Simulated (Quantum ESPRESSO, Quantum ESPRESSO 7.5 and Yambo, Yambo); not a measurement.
## SnSe2 (1T monolayer): G0W0 with Yambo, start to end

Aim: the G0W0 gap of SnSe2 (1T monolayer) on PBE, step by step.

Calculated with Quantum ESPRESSO 7.5 and Yambo 5.3.0; PBE and many-body steps on it, plane waves.

Most raw output is cut from this account.

## (1) Starting point

The cell holds 3 atoms: 1 Sn and 2 Se. Cell: a = 3.855 Å, b = 3.855 Å, c = 15.000 Å, α = 90.0°, β = 90.0°, γ = 120.0°. It derives from  ([{'formula': 'SnSe2', 'spacegroup': 164, 'source': 'prototype of the bulk crystal'}]). Vacuum lies along c.

The start is a generated structure, not a measured one.

## (2) Relaxation

This step: Quantum ESPRESSO 7.5; DFT, PBE, plane waves, norm-conserving pseudopotentials.

Gaps follow bond lengths, so the structure is brought to rest first.

pw.in

```
&control
  calculation = 'vc-relax'
  prefix = 'x'
  outdir = 'o'
  pseudo_dir = 'pseudo'
  forc_conv_thr = 4e-4
  nstep = 60
/
&system
  ibrav = 0
  nat = 3
  ntyp = 2
  ecutwfc = 98.89999999999999
  nbnd = 28
  force_symmorphic = .true.
  occupations = 'smearing'
  smearing = 'fd'
  degauss = 0.002
/
&electrons
  conv_thr = 1e-9
  electron_maxstep = 80
  mixing_beta = 0.5
/
&ions
/
&cell
  press_conv_thr = 0.3
  cell_dofree = '2Dxy'
/
ATOMIC_SPECIES
  Sn 118.71 Sn.upf
  Se 78.971 Se.upf
CELL_PARAMETERS angstrom
  3.8545658600 0.0000000000 0.0000000000
  -1.9272829300 3.3381519553 0.0000000000
  0.0000000000 0.0000000000 15.0000000000
ATOMIC_POSITIONS crystal
  Sn 0.0000000000 0.0000000000 0.5000000000
  Se 0.3333333333 0.6666666667 0.6044171127
  Se 0.6666666667 0.3333333333 0.3955828873
K_POINTS automatic
  6 6 1 0 0 0
```

Started as:

```console
$ OMP_NUM_THREADS=1 mpirun -n 16 pw.x -nk 8 -in pw.in > pw.out
```

Run time: 28 s. Hardware: 16 MPI ranks of Intel Xeon 6975P-C (Granite Rapids), shared host; peak memory 1.9 GiB.

The steps of the relaxation:

| step | energy less that of the first step (eV) | largest force (eV/Å) | volume (Å³) |
| --- | --- | --- | --- |
| 1 | 0.0000 | 0.3276 | 193.01 |
| 2 | -0.0053 | 0.2491 | 193.42 |
| 3 | -0.0096 | 0.1642 | 193.89 |
| 4 | -0.0128 | 0.0396 | 194.60 |
| 5 | -0.0131 | 0.0044 | 194.89 |
| 6 | -0.0131 | 0.0046 | 194.89 |

| cell as run | before | after | change |
| --- | --- | --- | --- |
| a (Å) | 3.855 | 3.873 | +0.5 % |
| b (Å) | 3.855 | 3.873 | +0.5 % |

The atoms that moved most (Å, along periodic axes as changes of fractional coordinates times the final cell, across vacuum about the mean position):

| atom | dx | dy | dz | length |
| --- | --- | --- | --- | --- |
| Se2 | 0.000 | 0.000 | 0.029 | 0.029 |
| Se3 | 0.000 | 0.000 | -0.029 | 0.029 |

The relaxed structure:

```xyz
3
Lattice="3.8733 0.0000 0.0000 -1.9366 3.3544 0.0000 0.0000 0.0000 15.0000" Properties=species:S:1:pos:R:3
Sn    0.0000    0.0000    7.5000
Se    0.0000    2.2362    9.0955
Se    1.9366    1.1181    5.9045
```

## (3) Ground state

The ground-state density comes first.

pw.in

```
&control
  calculation = 'scf'
  prefix = 'x'
  outdir = 'o'
  pseudo_dir = 'pseudo'
  tprnfor = .true.
  tstress = .true.
/
&system
  ibrav = 0
  nat = 3
  ntyp = 2
  ecutwfc = 104.0
  nbnd = 40
  force_symmorphic = .true.
/
&electrons
  conv_thr = 1e-10
  electron_maxstep = 80
  mixing_beta = 0.5
/
ATOMIC_SPECIES
  Sn 118.71 Sn.upf
  Se 78.971 Se.upf
CELL_PARAMETERS angstrom
  3.8732933921 -0.0000000000 0.0000000000
  -1.9366466960 3.3543704739 0.0000000000
  0.0000000000 0.0000000000 15.0000000000
ATOMIC_POSITIONS crystal
  Sn 0.0000000000 0.0000000000 0.5000000000
  Se 0.3333333333 0.6666666667 0.6063662008
  Se 0.6666666667 0.3333333333 0.3936337992
K_POINTS automatic
  9 9 1 0 0 0
```

It took 17 s on 16 MPI ranks; peak memory 2.2 GiB.

This step gave:

```
total energy               : -24439.4574 eV
gap                        : 0.8422 eV
k of the valence top       : 0, 0.1111, 0
k of the conduction bottom : 0, 0.4444, 0
least direct gap           : 1.140 eV
pressure                   : 0.019 GPa
```

The gap is indirect, with the least direct gap 0.30 eV higher.

With these pseudopotential files and this cutoff the stress is not reliable, so the pressure is no result.

## (4) Bands along the symmetry lines

Levels along a band path, at the cheap level, show where the edges lie and whether the meshes to come will hold them.

pw.in

```
&control
  calculation = 'bands'
  prefix = 'x'
  outdir = 'o'
  pseudo_dir = 'pseudo'
/
&system
  ibrav = 0
  nat = 3
  ntyp = 2
  ecutwfc = 104.0
  nbnd = 41
  force_symmorphic = .true.
/
&electrons
  conv_thr = 1e-9
  electron_maxstep = 80
  diago_full_acc = .true.
  diago_thr_init = 5e-6
/
ATOMIC_SPECIES
  Sn 118.71 Sn.upf
  Se 78.971 Se.upf
CELL_PARAMETERS angstrom
  3.8732933921 -0.0000000000 0.0000000000
  -1.9366466960 3.3543704739 0.0000000000
  0.0000000000 0.0000000000 15.0000000000
ATOMIC_POSITIONS crystal
  Sn 0.0000000000 0.0000000000 0.5000000000
  Se 0.3333333333 0.6666666667 0.6063662008
  Se 0.6666666667 0.3333333333 0.3936337992
K_POINTS crystal
  25
  0.00000000 0.00000000 0.00000000 1
  0.06250000 0.00000000 0.00000000 1
  0.12500000 0.00000000 0.00000000 1
  0.18750000 0.00000000 0.00000000 1
  0.25000000 0.00000000 0.00000000 1
  0.31250000 0.00000000 0.00000000 1
  0.37500000 0.00000000 0.00000000 1
  0.43750000 0.00000000 0.00000000 1
  0.50000000 0.00000000 0.00000000 1
  0.47916667 0.04166667 0.00000000 1
  0.45833333 0.08333333 0.00000000 1
  0.43750000 0.12500000 0.00000000 1
  0.41666666 0.16666666 0.00000000 1
  0.39583333 0.20833333 0.00000000 1
  0.37500000 0.25000000 0.00000000 1
  0.35416666 0.29166666 0.00000000 1
  0.33333333 0.33333333 0.00000000 1
  0.29166666 0.29166666 0.00000000 1
  0.25000000 0.25000000 0.00000000 1
  0.20833333 0.20833333 0.00000000 1
  0.16666666 0.16666666 0.00000000 1
  0.12500000 0.12500000 0.00000000 1
  0.08333333 0.08333333 0.00000000 1
  0.04166667 0.04166667 0.00000000 1
  0.00000000 0.00000000 0.00000000 1
```

Started as:

```console
$ OMP_NUM_THREADS=1 mpirun -n 16 pw.x -nk 16 -in pw.in > pw.out
```

Run time: 9.2 s. Hardware: 16 MPI ranks; peak memory 3.5 GiB.

Numbers from this step:

| Item | Value |
| --- | --- |
| gap | 0.7831 eV |
| k of the valence top | 0.125, 0, 0 |
| k of the conduction bottom | 0.5, 0, 0 |
| least direct gap | 1.098 eV |

The gap is 0.783 eV, −0.059 eV from the run before at this level.

The electronic bands at the labelled points (eV, zero at the top of the highest filled band):

| point | band 32 | band 33 | band 34 | band 35 | band 36 | band 37 | band 38 | band 39 |
| --- | --- | --- | --- | --- | --- | --- | --- | --- |
| Γ | -0.46 | -0.46 | -0.09 | -0.09 | 1.48 | 3.05 | 4.56 | 4.56 |
| halfway | -1.79 | -1.51 | -0.76 | -0.09 | 1.79 | 4.04 | 5.43 | 5.45 |
| M | -2.19 | -2.14 | -0.65 | -0.31 | 0.78 | 4.09 | 5.43 | 5.72 |
| halfway | -2.95 | -2.44 | -0.81 | -0.62 | 1.52 | 5.08 | 5.25 | 5.72 |
| K | -3.50 | -3.12 | -0.78 | -0.78 | 1.80 | 5.27 | 5.27 | 6.52 |
| halfway | -2.67 | -1.39 | -0.86 | -0.43 | 2.11 | 4.64 | 5.00 | 5.55 |
| Γ | -0.46 | -0.46 | -0.09 | -0.09 | 1.48 | 3.05 | 4.56 | 4.56 |

## (5) Empty states on the mesh, 6×6×1 mesh, 168 bands

The sums over transitions need many empty states on a uniform mesh; this step solves for them.

pw.in

```
&control
  calculation = 'nscf'
  prefix = 'x'
  outdir = 'o'
  pseudo_dir = 'pseudo'
/
&system
  ibrav = 0
  nat = 3
  ntyp = 2
  ecutwfc = 104.0
  nbnd = 168
  force_symmorphic = .true.
/
&electrons
  conv_thr = 1e-9
  electron_maxstep = 80
  diago_full_acc = .true.
  diago_thr_init = 5e-6
/
ATOMIC_SPECIES
  Sn 118.71 Sn.upf
  Se 78.971 Se.upf
CELL_PARAMETERS angstrom
  3.8732933921 -0.0000000000 0.0000000000
  -1.9366466960 3.3543704739 0.0000000000
  0.0000000000 0.0000000000 15.0000000000
ATOMIC_POSITIONS crystal
  Sn 0.0000000000 0.0000000000 0.5000000000
  Se 0.3333333333 0.6666666667 0.6063662008
  Se 0.6666666667 0.3333333333 0.3936337992
K_POINTS automatic
  6 6 1 0 0 0
```

Started as:

```console
$ OMP_NUM_THREADS=1 mpirun -n 16 pw.x -nk 4 -in pw.in > pw.out
```

Wall time 18 s (16 MPI ranks); peak memory 2.5 GiB.

Numbers from this step:

- gap: 0.7935 eV
- k of the valence top: 0, 0.1667, 0
- k of the conduction bottom: 0, -0.5, 0
- least direct gap: 1.098 eV
- k points computed: 7
- lowest point of the top converged band, above the valence top: 44.48 eV

On this mesh the gap is 0.793 eV.

## (6) Conversion and set-up

This step: Yambo 5.3.0; conversion and set-up on PBE, plane waves, norm-conserving pseudopotentials.

The states are converted to the many-body program's format and the q mesh is built.

Started as:

```console
$ (cd o/x.save; p2y > p2y.log; mv SAVE ../..); yambo > setup.log
```

Elapsed: 3.8 s, on 1 MPI rank; peak memory 0.27 GiB.

## (7) Screening and self-energy, 6×6×1 mesh, 168 bands, screening to 129.3 eV

Now the one-shot GW correction: screening in the RPA, then the self-energy of the levels asked for.

This step: G0W0 on PBE, plane waves, norm-conserving pseudopotentials.

gw1.in

```
HF_and_locXC
gw0
dyson
ppa
em1d
rim_cut
rim_w
RandQpts= 3000000
RandGvec= 100 RL
CUTGeo= "slab z"
RandGvecW= 9 RL
EXXRLvcs= 104 Ry
VXCRLvcs= 416 Ry
Chimod= "HARTREE"
% BndsRnXp
 1 | 168 |
%
NGsBlkXp= 9.5 Ry
% LongDrXp
 1 | 1 | 0 |
%
% GbndRnge
 1 | 168 |
%
DysSolver= "n"
ExtendOut
PPAPntXp= 27.21138 eV
% QPkrange
 2 | 2 | 34 | 37 |
 4 | 4 | 34 | 37 |
 1 | 1 | 34 | 37 |
%
```

Started as:

```console
$ OMP_NUM_THREADS=2 mpirun -n 8 yambo -F gw1.in -J gw1 -C gw1 > gw1.log
```

It took 6.9 min on 8 MPI ranks; peak memory 12 GiB.

This step gave:

```yaml
g0w0_gap_on_the_points_computed: 1.864 eV
starting_gap_on_the_mesh: 0.7935 eV
k_of_the_valence_top: 0, 0.1667, 0
k_of_the_conduction_bottom: 0, -0.5, 0
least_direct_g0w0_gap_on_the_computed_points: 2.227 eV
z_at_the_valence_top: 0.7467
z_at_the_conduction_bottom: 0.7633
```

The gap on the mesh goes from 0.79 eV to 1.86 eV, a correction of +1.07 eV. The start differs from the 0.84 eV found before because the two sample other k points.

Limits: finite bands, cutoff and mesh; no spin-orbit coupling. v1 is the top filled band, c1 the lowest empty one. The levels before and after the correction (eV, zero at the valence-band top of each column):

|  | conduction bottom | valence top |
| --- | --- | --- |
| Kohn-Sham | 0.79 | 0.00 |
| G0W0 | 1.86 | 0.00 |

|  | level | energy (eV) |
| --- | --- | --- |
| Kohn-Sham | (0 0.167 0) v2 | -0.850 |
| Kohn-Sham | (0 0.167 0) v1 | 0.000 |
| Kohn-Sham | (0 0.167 0) c1 | 2.154 |
| Kohn-Sham | (0 0.167 0) c2 | 3.812 |
| Kohn-Sham | (0 -0.5 0) v2 | -0.643 |
| Kohn-Sham | (0 -0.5 0) v1 | -0.304 |
| Kohn-Sham | (0 -0.5 0) c1 | 0.793 |
| Kohn-Sham | (0 -0.5 0) c2 | 4.101 |
| G0W0 | (0 0.167 0) v2 | -1.069 |
| G0W0 | (0 0.167 0) v1 | 0.000 |
| G0W0 | (0 0.167 0) c1 | 3.395 |
| G0W0 | (0 0.167 0) c2 | 4.782 |
| G0W0 | (0 -0.5 0) v2 | -0.820 |
| G0W0 | (0 -0.5 0) v1 | -0.363 |
| G0W0 | (0 -0.5 0) c1 | 1.864 |
| G0W0 | (0 -0.5 0) c2 | 5.090 |

## (8) Where the time went

Times are wall times on the hardware named with each run, good to a factor of about two.

| step | time | share | memory (GiB) |
| --- | --- | --- | --- |
| relaxation | 28 s | 6 % | 1.9 |
| ground state | 17 s | 4 % | 2.2 |
| bands along the symmetry lines | 9.2 s | 2 % | 3.5 |
| empty states on the mesh | 18 s | 4 % | 2.5 |
| conversion and set-up | 3.8 s | 1 % | 0.27 |
| screening and self-energy | 6.9 min | 84 % | 12 |

## (9) Outcome

| Property | Result |
| --- | --- |
| PBE gap | 0.78 eV, indirect |
| G0W0 gap on the mesh | 1.86 eV |
| GW settings | 6×6×1 mesh, 168 bands, screening to 129.3 eV, Godby-Needs plasmon pole |
| known limits | not at the basis limit; no spin-orbit coupling |

G0W0 moves the gap on the mesh from 0.79 eV to 1.86 eV (+1.07 eV), with Z of 0.75 and 0.76 at the edges. Only 3 of the mesh's irreducible points were corrected, so a valley elsewhere could overtake. The dearest step here is «screening and self-energy». Bands and cutoff are finite, so the gap is not at the basis limit. The miss can reach some tenths of an eV and take either sign; the mesh is an error of its own. In the G0W0 run levels were corrected at 3 k points alone, so a gap called «on the mesh» is the least over those, and an edge elsewhere would be missed. The many-body steps are scalar-relativistic: spin-orbit coupling is not in them.

[Paths, hosts, dates, memory and timing lines, banners, echoed tables and standing remarks are left out of the program output.]

[Logs are printed without paths, hosts, clocks, repeated set-up lines and the standing remarks that a program may print on its own settings, such as how far it seeks lower states.]

[Runs of the session that timed out or met a known fault of the program may be left out.]

[Hosts, paths, dates, database ids (printed as entryN), source tags and the programs' standing remarks are cut or masked in the printed files.]
